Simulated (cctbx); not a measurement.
**Solving a structure by charge flipping**

Cell a = 5.2620 Å, b = 5.2620 Å, c = 7.3020 Å, α = 90.00°, β = 90.00°, γ = 120.00°; space group P6/mmm (no. 191); content Er2 Co8 Al2.

Simulated single-crystal data (cctbx): synchrotron X-rays, λ = 0.6889 Å, to d = 0.65 Å, 50 % of the full sphere, strongest reflection 20000 counts, noise from counting, a 3 % proportional error and a noise floor of 2 counts (s.d.); no absorption.

Charge flipping in P1 on normalised amplitudes to 0.8 Å, δ = 1.1 σ, 20 % of the reflections treated as weak, 200 cycles:

```text
cycle      R  skewness
    0  0.581     0.35
   16  0.500     1.73
   32  0.512     2.06
   48  0.498     2.38
   64  0.485     2.49
   80  0.492     2.35
   96  0.535     2.24
  112  0.520     2.37
  128  0.511     2.39
  144  0.513     2.83
  160  0.496     3.45
  176  0.487     3.62
  192  0.476     3.57
origin shift          correlation  skewness
 0.688  0.532  0.440      0.924      7.38
 0.412  0.952  0.230      0.888      2.51
 0.688  0.533  0.190      0.920      7.13
 0.876  0.883  0.442      0.861      1.95
taken: symmetry correlation 0.924, skewness 7.38
peak      x       y       z  mult  height/sigma
Q1    0.0000  0.0000  0.0000    1     23.0
Q2    0.0000  0.0000  0.5000    1     15.2
Q3    0.3333  0.6667  0.0000    2      5.6
Q4    0.0000  0.5000  0.2552    6      5.1
Q5    0.3333  0.6667  0.5000    2      5.0
Q6    0.0000  0.5000  0.4229    6      1.7
Q7    0.2606  0.5212  0.2383   12      1.1
Q8    0.0000  0.0000  0.3119    2      1.1
Q9    0.0000  0.5000  0.0000    3      1.0
Q10   0.1152  0.2304  0.0765   12      1.0
```

The origin is taken among those within 0.04 of the best correlation, by the skewness of the map.

It took 0.55 s on 1 thread of Arm Neoverse V2, on a shared host, peak memory 0.07 GiB.

Q: Assign the peaks.

Heights go roughly as Z and multiplicities must add up to the content. First model: Q1 = Er1 (1 in the cell, height 23.0), Q2 = Er2 (1 in the cell, height 15.2), Q3 = Co1 (2 in the cell, height 5.6), Q4 = Co2 (6 in the cell, height 5.1) and Q5 = Al1 (2 in the cell, height 5.0). Against the true structure, Q1 is Er, Q2 is Er, Q3 is Co, Q4 is Co and Q5 is Al; the other peaks are not atoms.

Least squares on F², isotropic:

```text
Rint 0.033, 169 unique reflections to 0.65 A
cycle     R1     wR2    GooF  max shift (A)
   1  0.3553  0.7017  33.113   0.20369
   3  0.0309  0.0931   4.395   0.00000
final R1 0.0309 wR2 0.0931 GooF 4.395  parameters 6  data/parameter 28.2
atom        x        y        z      Ueq    occ   su(xyz)  su(Uiso or U11)
Er1    0.00000  0.00000  0.00000   0.0069  1.000  0.00000  0.0003
Er2    0.00000  0.00000  0.50000   0.0142  1.000  0.00000  0.0003
Co1    0.33333  0.66667  0.00000   0.0077  1.000  0.00000  0.0005
Co2    0.00000  0.50000  0.28323   0.0110  1.000  0.00022  0.0004
Al1    0.33333  0.66667  0.50000   0.0122  1.000  0.00000  0.0011
difference map: max 10.89 min -4.82 rms 0.49
Q1    0.0000  0.0000  0.4445    2   10.89  0.40 A from Er2
Q2    0.0000  0.0000  0.0528    2    6.03  0.39 A from Er1
Q3    0.0852  0.5426  0.2860   12    2.83  0.39 A from Co2
Q4    0.0000  0.0000  0.1607    2    1.61  1.17 A from Er1
Q5    0.1010  0.2020  0.5000    6    1.23  0.92 A from Er2
```

Anisotropic refinement:

```text
Rint 0.033, 169 unique reflections to 0.65 A
cycle     R1     wR2    GooF  max shift (A)
   1  0.0308  0.0931   4.478   0.00073
   2  0.0085  0.0197   0.945   0.00000
final R1 0.0085 wR2 0.0197 GooF 0.945  parameters 12  data/parameter 14.1
atom        x        y        z      Ueq    occ   su(xyz)  su(Uiso or U11)
Er1    0.00000  0.00000  0.00000   0.0066  1.000  0.00000  0.0001
Er2    0.00000  0.00000  0.50000   0.0139  1.000  0.00000  0.0001
Co1    0.33333  0.66667  0.00000   0.0078  1.000  0.00000  0.0001
Co2    0.00000  0.50000  0.28313   0.0109  1.000  0.00005  0.0002
Al1    0.33333  0.66667  0.50000   0.0130  1.000  0.00000  0.0004
difference map: max 0.65 min -0.42 rms 0.14
Q1    0.0000  0.0000  0.1278    2    0.66  0.93 A from Er1
Q2    0.2284  0.4568  0.5000    6    0.55  0.96 A from Al1
Q3    0.0000  0.5000  0.4145    6    0.52  0.96 A from Co2
Q4    0.2830  0.5660  0.2302   12    0.50  1.40 A from Co2
Q5    0.0000  0.0000  0.3628    2    0.47  1.00 A from Er2
Q6    0.0807  0.1614  0.5000    6    0.46  0.74 A from Er2
```

**Reading.** The refinement ends at R1 = 0.0085, wR2 = 0.0197, GooF = 0.94, with difference density between -0.42 and 0.65 e/Å³. Every site matches the true model in element, within 0.001 Å r.m.s., up to an allowed shift of origin.

True model:

| atom | mult. | x | y | z | Ueq (Å²) |
| --- | --- | --- | --- | --- | --- |
| Er1 | 1 | 0 | 0 | 1/2 | 0.0140 |
| Er2 | 1 | 0 | 0 | 0 | 0.0068 |
| Co1 | 6 | 0 | 1/2 | 0.2831 | 0.0109 |
| Co2 | 2 | 1/3 | 2/3 | 0 | 0.0080 |
| Al1 | 2 | 1/3 | 2/3 | 1/2 | 0.0131 |

The model is made up (kin elements in a known structure type, no relaxation), so it says nothing on whether the phase exists.

[Middle refinement cycles are left out of these outputs.]

[Logs are printed without paths, hosts, clocks, repeated set-up lines and the standing remarks that a program may print on its own settings, such as how far it seeks lower states.]
